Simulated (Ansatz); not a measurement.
## Tc of Cd (P6_3/mmc) from its phonons

Aim: the phonon-mediated transition temperature of Cd (P6_3/mmc) at ambient pressure, over a range of μ*. The cell shown first is a relaxed one, from steps not shown here.

Calculated with Ansatz 0.2.0; DFT PBE, scalar-relativistic, plane waves, PseudoDojo norm-conserving pseudopotentials, in the first sound run; inputs show where later runs differ.

## Step 1: The cell after earlier relaxation steps

It takes space group P6_3/mmc (No. 194, hexagonal). The conventional cell has a = 3.000 Å, b = 3.000 Å, c = 5.940 Å, α = 90.00°, β = 90.00°, γ = 120.00°. Nearest to Cd lie 6 Cd at 3.00 Å.

## Step 2: Electron–phonon run: PseudoDojo files

The run that gives the couplings also evaluates McMillan's and Allen and Dynes's formulas and, where asked, the Eliashberg equations, over a range of μ*.

input.yaml reads:

```yaml
crystal:
  lattice:
    - [3.0003887373, 0.0, 0.0]
    - [-1.5001943687, 2.5984128677, 0.0]
    - [0.0, 0.0, 5.9404086221]
  atoms:
    - { symbol: Cd, position: [0.3333333333, 0.6666666667, 0.25] }
    - { symbol: Cd, position: [0.6666666667, 0.3333333333, 0.75] }
kpoints:
  mp_grid: { grid: [12, 12, 6] }
hamiltonian:
  xc: pbe
  pseudopotentials: { kind: nc, accuracy: standard }
scf:
  occupations: { method: methfessel_paxton, width: 0.2 }
output:
  eigenvalues: true
phonons:
  method: dfpt
  qmesh: [6, 6, 2]
  temperatures: { t_max: 1000, t_step: 50 }
  qpath:
    path:
      - [[0.0, 0.0, 0.0], [0.5, 0.0, 0.0], [0.33333333, 0.33333333, 0.0], [0.0, 0.0, 0.0], [0.0, 0.0, 0.5], [0.5, 0.0, 0.5], [0.33333333, 0.33333333, 0.5], [0.0, 0.0, 0.5]]
      - [[0.5, 0.0, 0.5], [0.5, 0.0, 0.0]]
    npoints: 6
  electrical_resistivity:
    mesh: [24, 24, 8]
    temperatures: [20.0, 50.0, 80.0, 100.0, 150.0, 200.0, 273.0, 300.0, 400.0, 500.0, 600.0, 800.0]
  superconductivity: { mesh: [24, 24, 8], eliashberg_equations: false }
```

Started as:

```
> ansatz run input.yaml --threads 16 --pin off --max-ram 92160MiB --backend cuda --events-out ev --progress --plain --runs-dir out --max-vram 78GiB
```

Planned after this: electron–phonon run: finite displacements; coupling and resistivity: r2SCAN at its own relaxed cell. Settings of the main run: cutoff 500 eV, 12×12×6 k-mesh, Methfessel-Paxton occupations, smearing width 0.2 eV, 24×24×8 scattering mesh, 6×6×2 q-mesh, PAW set soft 1.

**Question.** What will these runs give for the meshes and coupling constant λ?

In the last run (r2SCAN, q 6×6×2, k 12×12×6, scattering 24×24×8), with λ = 1.1 and ħω_log = 3.34 meV, Tc at μ* = 0.13 is 2.9 K by McMillan's formula and 3.1 K by Allen and Dynes's. Measured: transition temperature: 0.52 K (bulk, normal pressure; compiled value; quoted in “List of superconductors”, 2026, Wikipedia's table of superconducting elements, as read in December). At μ* = 0.13 the calculation gives 3.1 K, far above it. These runs do not show the cause; candidates are the relaxed cell, a larger μ* and the meshes. Raising μ* from 0.10 to 0.16 lowers the Allen–Dynes value from 3.6 to 2.7 K.

```
meshes                        : q 6×6×2, k 12×12×6, scattering 24×24×8
coupling constant λ           : 1.15
log mean phonon energy ħω_log : 3.34 meV
Allen–Dynes Tc at μ* = 0.1    : 3.59 K
Allen–Dynes Tc at μ* = 0.13   : 3.12 K
```

By the run's own test λ is not converged in the fine mesh: it moves by 1 % between the two finest, and by up to 2 % in the other runs. The run's transport test calls it not converged in the mesh; ρ(300 K) moves by 13 % in the component that moves most. Over the runs, λ takes the values 1.18, 1.25 and 1.15, in the order shown. μ* is a typed number, phonons are harmonic, and spin fluctuations are left out; at μ* = 0.13 McMillan's formula turns 1 % in λ into about 1.5 % in Tc.

[Logs are printed without paths, hosts, clocks, repeated set-up lines and the standing remarks that a program may print on its own settings, such as how far it seeks lower states.]

[Hosts, paths, dates, database ids (printed as entryN), source tags and the programs' standing remarks are cut or masked in the printed files.]
